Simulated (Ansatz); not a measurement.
# Phonon transport in KI (Fm-3m), part 2 of 2

Wanted: κ(T), lifetimes and mean free paths for KI.

Experimental results on record:
- thermal conductivity 2.6 W/m/K near room temperature (given in “Combining the AFLOW GIBBS and Elastic Libraries to efficiently and robustly screen thermo-mechanical properties of solids”, 2017, arXiv:1611.05714)
- thermal conductivity 2.6 W/m/K near room temperature (given in “Predicting the lattice thermal conductivity of solids by solving the Boltzmann transport equation: AFLOW - AAPL an automated, accurate and efficient framework”, 2017, arXiv:1611.05481)

Ansatz 0.2.0; DFT LDA, scalar-relativistic, plane waves, PAW; PAW set soft_1.

So far. Step 2 (Probe on a coarse mesh): The start is under -1.3 GPa at this level and looks like an insulator or semiconductor on this mesh. Step 5 (Relaxing to small residual forces and stress): The residual pressure is 1.6e-4 GPa, small enough for phonons. The relaxed cell has a = 6.818 Å (conventional setting).

## Step 7: Anharmonic force constants and conductivity

The supercell must be wider than twice the pair cutoff, and the number of displaced cells grows with the pairs inside it, which is where the cost lies.

input.yaml reads:

```yaml
crystal:
  lattice:
    - [0.0, 3.408941002, 3.408941002]
    - [3.408941002, 0.0, 3.408941002]
    - [3.408941002, 3.408941002, 0.0]
  atoms:
    - { symbol: K, position: [0.0, 0.0, 0.0] }
    - { symbol: I, position: [0.5, 0.5, 0.5] }
kpoints:
  mp_grid: { grid: [6, 6, 6] }
hamiltonian:
  xc: lda
  pseudopotentials: { kind: paw, azcp: { folder: soft_1 }, xc_functional: pbe }
scf:
  occupations: { method: fixed }
  lower_state_search: "off"
output:
  eigenvalues: true
phonons:
  method: fd
  dielectric: true
  qmesh: [6, 6, 6]
  temperatures: { t_max: 1000, t_step: 50 }
  qpath:
    path:
      - [[0.0, 0.0, 0.0], [0.5, 0.0, 0.5], [0.5, 0.25, 0.75], [0.375, 0.375, 0.75], [0.0, 0.0, 0.0], [0.5, 0.5, 0.5], [0.625, 0.25, 0.625], [0.5, 0.25, 0.75], [0.5, 0.5, 0.5], [0.375, 0.375, 0.75]]
      - [[0.625, 0.25, 0.625], [0.5, 0.0, 0.5]]
    npoints: 10
  third_order: { supercell: [3, 3, 3], pair_cutoff: 4.971 }
  lattice_thermal_conductivity:
    qmesh: [15, 15, 15]
    temperatures: [100.0, 150.0, 200.0, 300.0, 400.0, 500.0]
    isotope_mass_variance: [{ species: I, variance: 0.0 }, { species: K, variance: 0.000164 }]
```

Started as:

```sh
$ ansatz run input.yaml --threads 18 --pin off --max-ram 92160MiB --backend cuda --events-out ev --progress --plain --runs-dir out
```

Numbers of over 12 decimals in the logs are rounded to 6 here.

Log:

```text
Warning: phonons.dielectric: true without phonons.rigid_motions: the static dielectric tensor ε⁰ will be withheld (ε∞, Z* and the rows of modes are given); for a crystal or a slab, whose only rigid motions are the translations, set phonons.rigid_motions: translations
Warning: phonons.third_order: as it is cut ahead of every solve, the batch solves 75 displaced supercells where 50 would do. It runs under 48 of the 1296 operations that the crystal's space group holds on the batch's supercell: the run's FFT boxes carry no more. The force constants lose no accuracy. For the smaller batch, try basis.xc_grid above 1 where it is 1, a denser FFT box (accuracy: high where it is lower, or a larger basis.ecutrho_ratio), or the same crystal shifted so that one of its atoms lies at the cell's origin: each can bring back operations that the batch needs, and none is sure to; [rest of the remark cut]
[...]
Crystal: 12 atoms, lattice volume = 475.379 Å³
Basis set: ecut = 420 eV, 9217 PW (Γ), FFT grids on a1, −a1+a2+a3, −a1+a3
Bands: 94, of which v1, the nominal top of the filled ones, is band 78 counted from 1 (77 counted from 0)
Symmetry: 24 space group operations
k-points: 16 of 36
[...]
SCF iter   1: F=—  HF=-53131.070672 eV  |F-HF|=—  |Δ(HF+E_count)|=         —  Δρ=1.61e-7  dr2=4.40e-11  ethr=1.00e-12  ⟨swp⟩=3.0  Hψ=3847  notcnv=0
[...]
SCF iter   2: F=-53131.070672 eV  HF=-53131.070672 eV  |F-HF|=1.46e-11  |Δ(HF+E_count)|=  1.46e-11  Δρ=7.94e-8  dr2=9.18e-12  ethr=1.00e-12  ⟨swp⟩=4.0  Hψ=4325  notcnv=0
SCF 1 converged in 2 iterations: F = -53131.070672 eV  dr2 = 9.18e-12
[...]
Crystal: 2 atoms, lattice volume = 79.230 Å³
Basis set: ecut = 420 eV, 1471 PW (Γ), exchange–correlation on 72×72×72 points (8 copies of the dense FFT grid, shifted against one another)
Bands: 17, of which v1, the nominal top of the filled ones, is band 13 counted from 1 (12 counted from 0)
Symmetry: 48 space group operations
k-points: 30 of 216 (irreducible under 8 space group operations, time reversal used)
[...]
SCF iter   1: F=—  HF=-8855.178394 eV  |F-HF|=—  |Δ(HF+E_count)|=         —  Δρ=5.77e-7  dr2=8.76e-11  ethr=1.11e-7  ⟨swp⟩=3.8  Hψ=4048  notcnv=0  defer=60
[...]
SCF 2 converged in 3 iterations: F = -8855.178446 eV  dr2 = 1.33e-11
[...]
SCF 3 converged in 7 iterations: F = -53131.070666 eV  dr2 = 1.02e-12
[...]
supercell 10 (6 cells, vectors [1, 0, 0], [0, 1, 0], [0, 0, 6] in multiples of the cell's): 3 displaced members by 0.0025 Å; free energy -53131.070672 eV; taken off its force constants: by the sum rule 3.2e-4, by the symmetrisation 1.4e-4 eV/Å²; Γ matrix within 1.4e-4 eV/Å² of supercell 1's
  symmetry images taken by strict's conditions (phonons.symmetry_images: auto; settled by no image being taken that strict refuses); asymmetry of the core-correction force 7.6e-9 eV/Å at the most on a site, 4.6e-8 eV/Å summed over every site of the supercell
  q = [0.0000, 0.0000, 0.0000] (star 1, supercell 1; hermiticity 1.21e-16, symmetrization 9.62e-5): -0.00 0.00 0.00 114.86 114.86 114.86
[...]
joined force constants: q→R imaginary residual 1.75e-18
  density of states and harmonic sums: on the 18×18×18 q-mesh, interpolated from the force constants of a 6×6×6 supercell (with the dipole–dipole term)
  largest difference from the sums on the solved wave vectors: F 4.95e-3 eV, S 6.10e-6 and C_V 1.15e-6 eV/K
  zero-point energy: 0.030858 eV/cell   skipped modes (ω ≤ 0): 3   left out of the sums: 8.57e-5 of the cell's modes: C_V's classical limit lies that fraction below 3 k_B per atom; for a crystal, a wire or a layer, F and S can be off by more, and a phonons.interpolated_qmesh denser along its periods is the remedy for the sampling
--- Third-order force constants: 75 member SCFs in a 3×3×3 supercell (pair cutoff 4.971 Å, amplitude 0.03 Å, SCF threshold 1.00e-9 eV, Σ member SCF iterations 525) ---
[...]
sum-rule residual: 1.916e-2 → 1.917e-16 eV/Å³; symmetrization residual: 1.564e-3 eV/Å³; largest sum-rule correction relative to its orbit: 1.508e-1, on the orbit of the block of home site 1 with site 1 of cell (-1, 0, 0) and site 1 of cell (-1, 0, 0), whose norm before the correction was 1.070e-1 eV/Å³
--- Lattice thermal conductivity: 15×15×15 mesh (120 irreducible points), tetrahedron method ---
  three-phonon and isotope scattering only; four-phonon, boundary and, in a metal, phonon-electron scattering are left out
  each conductivity is what the modes' populations carry and what the coherences between them add
  conductivity (a third of the tensor's trace), W/(m K), in the relaxation-time approximation and from the full solution:
       T (K)   relaxation time   full solution  iterations             ending  least Ritz value
      100.00           19.7150         21.7265           9          converged          5.755e-1
      150.00           12.6702         13.9533           9          converged          5.648e-1
      200.00            9.3891         10.3407           9          converged          5.593e-1
      300.00            6.2213          6.8533           9          converged          5.537e-1
      400.00            4.6696          5.1440           9          converged          5.508e-1
      500.00            3.7470          4.1270           9          converged          5.491e-1
```

Elapsed: 1.8 min, on 1 × NVIDIA GB200 with 18 threads of Arm Neoverse V2, shared host; peak memory 2.9 GiB; 11 min of CPU time.

This step gave:

```
Γ frequencies                              : 0, 0, 0, 114.9, 114.9, 114.9 cm⁻¹ (negative: imaginary)
lowest frequency on the path               : 0 cm⁻¹
zero-point energy                          : 0.03086 eV/cell
point group                                : m-3m
highest frequency                          : 146.1 cm⁻¹
Debye temperature from the second moment   : 169 K
κ at 300 K (relaxation time)               : 6.221 W/m/K
κ at 300 K (full solution)                 : 6.853 W/m/K
dipole term                                : run
mean free path at half of κ                : 41.3 nm
share of κ above the three lowest branches : 0.02
third-order blocks                         : 350
periodic aliases dropped                   : 24
largest relative sum-rule correction       : 0.1508
displaced cells, third order               : 75
```

LO-TO term included. Phonon branches along the path, in cm⁻¹:

```csv
point,branch 1,branch 2,branch 3,branch 4,branch 5,branch 6
Γ,0,0,0,115,115,146
halfway,21,21,66,117,117,123
X,28,28,47,119,119,124
halfway,32,45,47,116,120,123
W,40,40,62,112,122,122
halfway,40,43,59,112,121,122
K,44,44,53,112,121,123
halfway,26,52,59,105,118,135
Γ,0,0,0,115,115,146
halfway,39,39,48,110,110,143
L,59,59,70,103,103,139
halfway,52,54,64,106,112,131
U,44,44,53,112,121,123
halfway,40,43,59,112,121,122
W,40,40,62,112,122,122
halfway,51,52,64,107,114,129
L,59,59,70,103,103,139
halfway,52,54,64,106,112,131
K,44,44,53,112,121,123
jump to U,44,44,53,112,121,123
halfway,33,37,46,117,119,124
X,28,28,47,119,119,124
```

The phonon branches as a text plot (rows in cm⁻¹):

```
    143 |**                    *********
    137 |  *                 **         ****          ****
    131 |   *               *               *        *    **
    125 |    *  ************                 ***** **       *****
    119 |  *************** ******            ********       *****
    113 |**         ******     ********     * ********     * **
    107 |                 *  **        **  ***       *** ****
    100 |                  **            **             **
     94 |
     88 |
     82 |
     76 |
     70 |     *            *             ***           ***
     64 |    * *     **   * *          **   *    ******   **
     58 |   *          *   ***          **** ** *     ***** **
     52 |       *   *   ***  **        *    ****     *     **
     46 |  *     ****  ***    *       *      ****  **       *****
     40 |          * ***  *    *     **         ****          **
     33 | *       ***      *   *     *                         *
     27 |      ****         **  *   *                           *
     21 |    **               * *
     15 |* **                  * *
      9 | *                     ** *
      3 |*                       **
         Γ       X    W  K        Γ      L     U  W     L   K|U X
```

W/m/K. Kappa, by row:

```csv
T (K),RTA xx,RTA yy,RTA zz,full xx,full yy,full zz,coherence part xx,coherence part yy,coherence part zz,ending,iterations,least Ritz value
100,19.72,19.72,19.72,21.73,21.73,21.73,0.0177,0.0177,0.0177,converged,9,0.576
150,12.67,12.67,12.67,13.95,13.95,13.95,0.02507,0.02507,0.02507,converged,9,0.565
200,9.389,9.389,9.389,10.34,10.34,10.34,0.03106,0.03106,0.03106,converged,9,0.559
300,6.221,6.221,6.221,6.853,6.853,6.853,0.04099,0.04099,0.04099,converged,9,0.554
400,4.67,4.67,4.67,5.144,5.144,5.144,0.04907,0.04907,0.04907,converged,9,0.551
500,3.747,3.747,3.747,4.127,4.127,4.127,0.05571,0.05571,0.05571,converged,9,0.549
```

Lattice thermal conductivity against temperature:

```csv
temperature (K),RTA xx (W/m/K),full xx (W/m/K)
100,19.7,21.7
150,12.7,13.9
200,9.39,10.3
300,6.22,6.85
400,4.67,5.14
500,3.75,4.13
```

The modes has structure finer than the step of the table below, so its rows give means over 5 cm⁻¹, whole bins alone (the curve runs from -10 to 160 cm⁻¹). Peaks (cm⁻¹: height): I 56.4: 0.0821, 63.8: 0.0788, 116.3: 0.0241; K 116.3: 0.107.

Phonopy on the run's constants, 15x15x15 mesh, Gaussian sigma 2.0 cm⁻¹. Modes against wavenumber; means over each step; values in 1/cm⁻¹/cell:

```csv
wavenumber (cm⁻¹),I,K
-5,1.5e-5,4.3e-6
0,1.2e-4,3.6e-5
5,5.1e-4,1.5e-4
10,0.00198,5.9e-4
15,0.00509,0.00149
20,0.00977,0.00276
25,0.0203,0.00549
30,0.0344,0.00878
35,0.0432,0.0101
40,0.0515,0.0109
45,0.0603,0.0109
50,0.0634,0.00871
55,0.0759,0.00599
60,0.0720,0.00362
65,0.0710,0.00252
70,0.0180,4.3e-4
75,2.4e-4,4.0e-6
80,0,0
85,0,0
90,0,0
95,1.0e-6,7.8e-5
100,3.7e-4,0.0116
105,0.00471,0.0673
110,0.0126,0.0929
115,0.0217,0.104
120,0.0172,0.0853
125,0.00731,0.0661
130,0.00261,0.0423
135,0.00233,0.0327
140,0.00236,0.0198
145,0.00114,0.00535
150,6.7e-5,2.5e-4
155,0,2.0e-7
```

Distinct triplets, nearest first. Third order norms, by row:

```csv
sites,side 1 (Å),side 2 (Å),side 3 (Å),norm of the 27 components (eV/Å³)
K-K-K,0,0,0,0
I-I-I,0,0,0,0
K-I-I,0,3.41,3.41,3.39
K-I-K,0,3.41,3.41,3.463
K-I-I,3.41,3.41,4.82,0.021
K-I-K,3.41,3.41,4.82,0.034
K-K-K,0,4.82,4.82,0.143
K-K-K,4.82,4.82,4.82,0.004
I-I-I,0,4.82,4.82,0.11
I-I-I,4.82,4.82,4.82,0.017
```

Born charge (rows field, columns displacement) (e), principal values of the symmetric part by kind of site:

```csv
atom,atoms with these values,low,middle,high,mean
K1,1,1.11,1.11,1.11,1.11
I2,1,-1.11,-1.11,-1.11,-1.11
```

In full for K1:

```
1.11 0.00 0.00
0.00 1.11 0.00
0.00 0.00 1.11
```

RTA, 300 K. Kappa by branch, by row:

```csv
branch (by rank),mean frequency (THz),mean rms speed (km/s),median lifetime (ps),share of kappa
1,1.1,1.3,21.8,0.42
2,1.4,1.39,11.5,0.409
3,1.79,1.1,4.42,0.151
4,3.28,0.56,1.86,0.006
5,3.47,0.53,2.4,0.007
6,3.89,0.66,1.66,0.007
```

Table of spectral kappa at 300 K by frequency; read off at these points; values in W/m/K/THz:

```csv
frequency (THz),relaxation time (W/m/K/THz),full solution (W/m/K/THz)
0.05,0,0
0.15,0.612,0.590
0.35,0.366,0.328
0.45,2.33,2.35
0.65,1.21,1.26
0.75,1.53,1.66
0.95,5.28,5.96
1.05,6.07,6.74
1.25,10.5,11.3
1.35,6.87,7.48
1.55,2.49,2.90
1.65,2.06,2.30
1.85,0.617,0.643
1.95,0.276,0.274
2.15,0,0
2.25,0,0
2.45,0,0
2.55,0,0
2.75,0,0
2.85,0,0
3.05,0.00137,-0.00135
3.15,0.0479,0.0715
3.35,0.221,0.540
3.45,0.228,0.544
3.65,0.0464,0.0222
3.75,0.119,-0.0158
3.95,0.0872,0.00387
4.05,0.0444,0.0118
4.25,0.00784,0.0549
4.35,2.4e-4,0.00656
```

Relaxation-time solution. The share of κ carried by shorter paths by mean free path:

```csv
mean free path (nm),100 K,300 K,500 K
0.464,0,0,0.002
0.681,0,0.001,0.005
1,0,0.004,0.014
1.47,0,0.01,0.023
2.15,0.001,0.021,0.029
3.16,0.003,0.026,0.037
4.64,0.01,0.031,0.055
6.81,0.016,0.047,0.079
10,0.019,0.071,0.16
14.7,0.025,0.138,0.218
21.5,0.038,0.193,0.409
31.6,0.057,0.35,0.644
46.4,0.125,0.585,0.821
68.1,0.177,0.753,0.946
100,0.298,0.923,0.962
147,0.561,0.961,0.969
215,0.745,0.961,0.979
316,0.925,0.979,1
464,0.961,1,1
681,0.961,1,1
1000,0.979,1,1
1470,1,1,1
```

300 K; a sample spread over frequency. Mode lifetimes, by row, the first 40 of 90 rows:

```csv
q1,q2,q3,branch,frequency (THz),rms speed (km/s),three-phonon rate (1/ps),isotope rate (1/ps),lifetime (ps),mean free path (nm)
0,0.0667,0.0667,1,0.196,0.97,0.00318,1.11e-8,314,305
0,0.0667,0.1333,1,0.426,1.76,0.0684,1.21e-6,14.6,25.7
0.0667,0.2,0.2667,1,0.579,0.82,0.0113,3.02e-6,88.4,72.9
0,0.0667,0.0667,3,0.657,3.27,0.134,5.69e-6,7.45,24.4
0,0.3333,0.3333,1,0.743,0.37,0.0148,9.90e-6,67.7,25.1
0,0.4,0.4,2,0.8,0.22,0.0143,1.40e-5,69.8,15.1
0,0.4667,0.4667,1,0.828,0.07,0.0136,1.96e-5,73.3,5.06
0.0667,0.4667,-0.4667,1,0.871,0.43,0.0134,2.62e-5,74.7,31.7
0.0667,0.3333,0.4667,1,0.915,1.11,0.0409,2.98e-5,24.4,27.2
0,0,0.2,2,0.956,2.18,0.118,3.32e-5,8.46,18.5
0,0.2,0.3333,2,0.99,1.94,0.0279,3.33e-5,35.8,69.5
0.0667,0.1333,0.2667,2,1.04,2.56,0.0826,3.67e-5,12.1,31
0.0667,0.2667,-0.2667,1,1.081,1.1,0.0143,4.39e-5,69.9,77
0,0.2,0.4,1,1.116,1.53,0.0816,4.21e-5,12.3,18.7
0.0667,0.2667,0.4,2,1.169,2.28,0.0395,4.71e-5,25.3,57.6
0.2,0.4,-0.3333,1,1.196,0.95,0.046,5.27e-5,21.7,20.6
0,0.3333,-0.3333,1,1.225,0.55,0.0769,5.46e-5,13,7.1
0.0667,0.4667,-0.4,2,1.256,2.12,0.027,5.38e-5,37,78.4
0.0667,0.2667,-0.4667,1,1.291,1.65,0.0354,5.36e-5,28.2,46.4
0.0667,0.1333,0.3333,2,1.322,2.2,0.0638,4.90e-5,15.7,34.5
0.1333,0.2667,0.4,2,1.357,2.23,0.0522,5.27e-5,19.1,42.7
0,0.1333,-0.1333,3,1.381,2.07,0.0687,5.71e-5,14.5,30.1
0,0.4667,-0.4667,3,1.406,0.11,0.11,6.27e-5,9.05,0.995
0.0667,0.4667,-0.4667,3,1.437,0.78,0.105,5.96e-5,9.55,7.44
0,0,0.3333,2,1.47,1.63,0.115,3.95e-5,8.71,14.2
0,0.1333,-0.4,1,1.51,1.62,0.108,3.96e-5,9.29,15.1
0.0667,0.2,-0.2,2,1.536,1.81,0.147,3.07e-5,6.79,12.3
0,0.2667,-0.4667,2,1.564,1.54,0.107,4.04e-5,9.36,14.4
0.0667,0.3333,-0.4667,3,1.611,1.54,0.127,3.86e-5,7.9,12.2
0,0.0667,0.4,2,1.637,1.06,0.166,1.84e-5,6.04,6.38
0,0.3333,-0.4,3,1.653,1.7,0.116,2.87e-5,8.64,14.7
0,0.0667,-0.2667,3,1.682,1.62,0.209,3.06e-5,4.79,7.75
0,0.4,0.4,3,1.705,1.59,0.127,2.78e-5,7.86,12.5
0,0.0667,-0.4667,1,1.731,0.63,0.17,5.18e-6,5.87,3.69
0,0,0.4667,1,1.75,0.41,0.161,1.45e-6,6.22,2.52
0,0.1333,-0.4,2,1.758,0.25,0.135,8.91e-7,7.41,1.85
0,0.0667,0.3333,3,1.791,1.44,0.276,1.31e-5,3.62,5.23
0,0.2667,-0.4,3,1.85,1.27,0.211,1.02e-5,4.73,6.02
0.1333,0.3333,-0.2,3,1.876,1.02,0.358,1.90e-5,2.79,2.86
0.1333,0.3333,0.4667,3,1.898,1.11,0.245,1.22e-5,4.08,4.52
```

Without the LO-TO term. Gamma linewidths, by row:

```csv
branch,frequency (cm⁻¹),three-phonon rate (1/ps),isotope rate (1/ps),FWHM (cm⁻¹)
4,114.9,0.437,0.0183,2.41
5,114.9,0.437,0.0183,2.41
6,114.9,0.437,0.0183,2.41
```

W/m/K, third of the trace; RTA populations with a boundary rate v/L added to each mode (Matthiessen's rule). Kappa by grain size, by row:

```csv
T (K),bulk,10 nm,30 nm,100 nm,300 nm,1000 nm,10000 nm,100000 nm
100,19.7,1.925,4.314,8.726,13.32,16.95,19.35,19.66
300,6.18,1.465,2.737,4.29,5.309,5.867,6.146,6.177
```

W/m/K, third of the trace; RTA populations with the isotope rates scaled. Kappa by mass disorder, by row:

```csv
T (K),no isotopes,as typed,variance x 3,variance x 10,variance x 30
100,19.8,19.7,19.52,19,17.82
300,6.192,6.18,6.159,6.094,5.941
```

At 300 K the relaxation-time value is 6.22 W/(m K).

## Step 8: Results

| Item | Value |
| --- | --- |
| highest frequency | 146.1 cm⁻¹ |
| Debye temperature from the second moment | 169 K |
| κ at 300 K (relaxation time) | 6.221 W/m/K |
| κ at 300 K (full solution) | 6.853 W/m/K |
| mean free path at half of κ | 41.3 nm |
| share of κ above the three lowest branches | 0.02 |

**Reading.** The lattice of KI conducts 6.85 W/(m K) at 300 K by LDA (mean over directions, full solution). The full solution lies +10 % from the relaxation-time value at 300 K. Above 300 K the relaxation-time κ falls as T^-0.99, near the 1/T law of three-phonon scattering. Grains of 100 nm would keep 69 % of the bulk value at 300 K, and grains of 1 µm 95 %. Removing the natural isotope disorder raises κ at 300 K by 0 %. A measured thermal conductivity near room temperature is 2.6 W/m/K (arXiv:1611.05714); the calculated 6.85 W/m/K differs by +164 %. The relaxed cell is 10 % smaller in volume than the database cell, which stiffens most phonons and usually raises κ; no run here tested that. Four-phonon, defect and boundary scattering, which are left out, would lower the calculated value; thermal expansion is left out too. The sum rules changed one orbit of cubic constants by up to 15 %; by the manual a large change points to a short cutoff or, on a small and distant orbit, to noisy forces. The conductivities include the coherence part between close branches; the shares for grains, isotopes, branches and paths are of the relaxation-time populations alone. Cubic couplings among atoms farther apart than the pair cutoff are dropped, and neither the cutoff nor the q-mesh was shown to be converged here. The PAW files were made for PBE and are used here under another functional, for which the program regenerates the frozen cores. The cell of these runs is 10 % smaller in volume than the database cell; frequencies and all that rests on them shift with it.

[Logs are printed without paths, hosts, clocks, repeated set-up lines and the standing remarks that a program may print on its own settings, such as how far it seeks lower states.]

[Hosts, paths, dates, database ids (printed as entryN), source tags and the programs' standing remarks are cut or masked in the printed files.]

[A step with changed settings may run another functional than the one named; its input shows which.]
